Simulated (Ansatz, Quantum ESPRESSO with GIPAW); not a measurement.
# Shieldings and field gradients in SrMgF4, part 2 of 2

Aim: the magnetic shielding tensor of every site in SrMgF4 and the field gradients at its nuclei.

Quantum ESPRESSO with GIPAW; PBEsol.

So far. Step 3 (GIPAW: job nmr): In this run the largest span among the lighter atoms is that of F(3) (site symmetry 2/m), with principal values 334.0, 343.1 and 386.9 ppm.

## (4) Quadrupolar couplings

Level of this step: DFT, PBEsol, plane-wave PAW, default files, scalar-relativistic, field gradients (Ansatz).

25Mg and 87Sr have a quadrupole moment, which couples to the field gradient and broadens the lines. The gradient is a property of the ground-state density and needs no response; it is taken from a second code that counts the whole PAW charge. C_Q = eQV_zz/h, with Q = 0.1994 barn for 25Mg, 0.305 barn for 87Sr.

This step: DFT, PBEsol, plane-wave PAW, default files (PAW set soft_2), scalar-relativistic, field gradients (Ansatz 0.2.0), on the same atoms.

input.yaml

```yaml
crystal:
  lattice:
    - [2.038511, -7.513708, 0.0]
    - [2.038511, 7.513708, 0.0]
    - [0.0, 0.0, 5.600931]
  atoms:
    - { symbol: Sr, position: [0.3265109471, 0.6734890529, 0.25] }
    - { symbol: Sr, position: [0.6734890529, 0.3265109471, 0.75] }
    - { symbol: Mg, position: [0.9123767323, 0.0876232677, 0.75] }
    - { symbol: Mg, position: [0.0876232677, 0.9123767323, 0.25] }
    - { symbol: F, position: [0.8140664881, 0.1859335119, 0.9980735985] }
    - { symbol: F, position: [0.1859335119, 0.8140664881, 0.0019264015] }
    - { symbol: F, position: [0.6037007247, 0.3962992753, 0.25] }
    - { symbol: F, position: [0.3962992753, 0.6037007247, 0.75] }
    - { symbol: F, position: [0.8140664881, 0.1859335119, 0.5019264015] }
    - { symbol: F, position: [0.1859335119, 0.8140664881, 0.4980735985] }
    - { symbol: F, position: [0.0, 0.0, 0.5] }
    - { symbol: F, position: [0.0, 0.0, 0.0] }
kpoints:
  mp_grid: { grid: [4, 4, 3] }
scf:
  occupations: { method: fixed }
hamiltonian:
  xc: pbesol
  pseudopotentials: { kind: paw, frozen_core: stored }
output:
  forces: false
  stress: false
  efg: { quadrupole_moments_barn: { Sr: 0.305, Mg: 0.1994 } }
```

Command:

```console
ansatz run input.yaml --threads 4 --pin off --max-ram 8192MiB --backend cpu --events-out ev --progress --plain --runs-dir out
```

The program printed:

```text
[... set-up, SCF cycles and energies left out ...]
--- PAW observables at the nuclei: V_zz in 10²¹ V/m², potentials from the cell's mean, atoms counted from 1 ---
  atom   1  Sr V_zz =    +7.428255   η = 0.5289   by run symmetry: allowed   C_q = +54.7824 MHz
  atom   2  Sr V_zz =    +7.428255   η = 0.5289   by run symmetry: allowed   C_q = +54.7824 MHz
  atom   3  Mg V_zz =    +0.815623   η = 0.0720   by run symmetry: allowed   C_q = +3.9325 MHz
  atom   4  Mg V_zz =    +0.815623   η = 0.0720   by run symmetry: allowed   C_q = +3.9325 MHz
  atom   5  F  V_zz =    -1.046891   η = 0.8143   by run symmetry: allowed
  atom   6  F  V_zz =    -1.046891   η = 0.8143   by run symmetry: allowed
  atom   7  F  V_zz =    +4.034817   η = 0.8393   by run symmetry: allowed
  atom   8  F  V_zz =    +4.034817   η = 0.8393   by run symmetry: allowed
  atom   9  F  V_zz =    -1.046891   η = 0.8143   by run symmetry: allowed
  atom  10  F  V_zz =    -1.046891   η = 0.8143   by run symmetry: allowed
  atom  11  F  V_zz =    +4.463008   η = 0.0887   by run symmetry: allowed
  atom  12  F  V_zz =    +4.463008   η = 0.0887   by run symmetry: allowed
[the lines on potentials at the nuclei are left out]
```

Wall time 2.1 s (4 threads of Arm Neoverse V2, shared host); peak memory 0.56 GiB.

Among nuclei of half-integer spin the second-order effect is largest for 87Sr on Sr (spin 9/2, C_Q 54.78 MHz): at 9.4 T it moves the centre of gravity of the MAS line by -15051 ppm from δ_iso, and by a quarter of that at twice the field, by δ_Q = −(3/40)(C_Q/ν0)²(1 + η²/3)[I(I+1) − 3/4]/[I²(2I−1)²] × 10⁶ ppm with ν0 = 17.4 MHz. A line so broad is out of reach of MAS and is recorded static.

## (5) From shieldings to shifts

Spectra are read against a reference compound, and shifts rise as shieldings fall. A slope other than one corrects for the functional's tendency to overstate or understate differences of shielding.

Shifts follow from reference lines fitted to measured solids with this functional and these files. 19F: δ = (90.6 − σ) / 1.258, zero at CFCl3, fitted to 14 measured values, from BaF2, BaLiF3, CdF2, InF3, K3YF6, KF, LiF, MgF2 and NaF and others, with a scatter of 7.1 ppm r.m.s. (CaF2, LaF3 and ScF3 fall off this line, as semilocal functionals put their cations' empty d or f shells too low, and are left out), on σ without the shape term. Kinds of site that fitted badly were split off after the misses were seen, so the scatter is that of the points kept.

Covalently bonded atoms count as neighbours within 1.18 times the sum of their radii. Otherwise a cation's neighbours lie within 1.2 times its shortest bond (1.3 for large cations, each anion's radius taken off where they differ), and an anion's are the cations that count it.

```
site  atom no.  atoms in cell     surroundings     bonds (Å)  δ_iso (ppm)  C_Q (MHz)   η_Q
  Sr         1              2             SrF8  2.49 to 2.99            -       54.8  0.53
  Mg         3              2             MgF6  1.92 to 2.05            -       3.93  0.07
F(1)         5              4   bound to MgSr3  2.03 to 2.53       -114.5          -     -
F(2)         7              2  bound to Mg2Sr2  2.05 to 2.99       -194.2          -     -
F(3)        11              2     bound to Mg2         1.922       -210.0          -     -
```

By surroundings the F shifts are 2-coordinate: -210.0; 4-coordinate: -194.2 to -114.5 ppm.

Simulated spectrum: 19F MAS at 40 kHz, 16.4 T (657.3 MHz), lines broadened by 2 ppm; rigid lattice, with dipolar and J couplings left out. Its lines over 1.5 % of the strongest:

```
δ (ppm)  area
 -114.5  1.00
 -194.2  0.51
 -210.0  0.50
```

At this broadening the 3 isotropic lines are resolved; in a real sample the residual dipolar coupling among these abundant spins may hide that.

Simulated spectrum: 25Mg fast MAS, 7.05 T (18.4 MHz), central transition to second order, lines broadened by 8.6 ppm; the axis counts ppm from the isotropic position of Mg, as −Δσ; rigid lattice, with dipolar and J couplings and satellite transitions left out.

offset (ppm), intensity and a bar:
```
      -26       0.00 
      -48       0.00 
      -71       0.01 
      -93       0.62 ###################
     -112       1.00 ##############################
     -113       1.00 ##############################
     -136       0.56 #################
     -158       0.45 #############
     -179       0.39 ############
     -201       0.36 ###########
     -223       0.34 ##########
     -244       0.33 ##########
     -266       0.32 ##########
     -288       0.32 ##########
     -311       0.32 ##########
     -331       0.33 ##########
     -354       0.36 ###########
     -376       0.40 ############
     -397       0.49 ###############
     -417       0.82 ########################
     -419       0.81 ########################
     -441       0.31 #########
     -462       0.06 ##
     -484       0.06 ##
     -506       0.05 ##
     -529       0.05 ##
     -549       0.05 ##
     -572       0.05 #
     -594       0.05 #
     -615       0.05 #
     -637       0.04 #
     -659       0.04 #
     -680       0.04 #
     -702       0.00 
     -724       0.00 
     -745       0.00
```

Most prominent maxima (ppm: height): -112: 1.00, -417: 0.82.

## (6) A run with a fault

For contrast, the same job on a spoilt input.

nmr.in

```
&inputgipaw
  job = 'shielding'
  prefix = 'x'
  tmp_dir = './tmp/'
  restart_mode = 'from_scratch'
  verbosity = 'low'
  q_gipaw = 0.01
  spline_ps = .true.
  conv_threshold = 1.0d-11
  use_nmr_macroscopic_shape = .false.
  pawproj(1) = .true.
  pawproj(2) = .true.
  pawproj(3) = .true.
/
```

Command:

```console
mpirun -np 4 gipaw.x -in nmr.in > nmr.out
```

The program printed:

```text
[banner, memory and clock lines left out]
[a note of our patched build left out]

     Parallelizing q-star over 1 images

     IMPORTANT: XC functional enforced from input :
     Exchange-correlation= PBESOL
                           (   1   4  10   8   0   0   0)
     Any further DFT definition will be discarded
     Please, verify this is what you really want

     Check: negative core charge=   -0.000009
[...]
projs nearly linearly dependent: l=0  n1,n2= 1, 2  s=  0.99265140
[...]
alpha_pv=    140.6598 eV

     spline_ps is .false., expect some extrapolation errors

     q-space interpolation up to    78.00 Rydberg

     GIPAW job: shielding

     Error in routine gipaw_main:
     wrong or undefined job in input

     stopping ...
```

Elapsed: 1.8 s, on 4 MPI ranks; peak memory 0.72 GiB.

The program stopped with an error: Error in routine gipaw_main: wrong or undefined job in input. The fault: an unknown job. 

## (7) What came out

```
19F shift                         : -114.5, -194.2, -210.0 ppm
25Mg shielding without shape term : 557.5 ppm
25Mg size of C_Q                  : 3.93 MHz
87Sr shielding without shape term : 3072 ppm
87Sr size of C_Q                  : 54.78 MHz
```

**Reading.** 19F has 3 sites, in the ratio 2:1:1: F(1) (bound to MgSr3) at a shift of -114.5, F(2) (bound to Mg2Sr2) at a shift of -194.2 and F(3) (bound to Mg2) at a shift of -210.0 ppm. No sound run at another cutoff or mesh is at hand, so convergence rests on the f-sum rule and on experience with these files. The scalar-relativistic files are used with non-relativistic response operators, which weighs most on the heavy atoms' own shieldings. This build of gipaw.x prints that it is not audited and that its numbers are no references by themselves. It also reports spline_ps as false although the input sets it; why was not traced. The field gradients use PAW files made for PBE. Without spin-orbit coupling, gradients at and beside the heavy atoms are unsure.

[Banner, clock, file and message-heading lines were taken out of the pw.x and gipaw.x logs.]

[Logs are printed without paths, hosts, clocks, repeated set-up lines and the standing remarks that a program may print on its own settings, such as how far it seeks lower states.]

[Hosts, paths, dates, database ids (printed as entryN), source tags and the programs' standing remarks are cut or masked in the printed files.]

[Where no reference line passes its bar on scatter, no shift is given, so a measured shift of this compound may stand uncompared.]
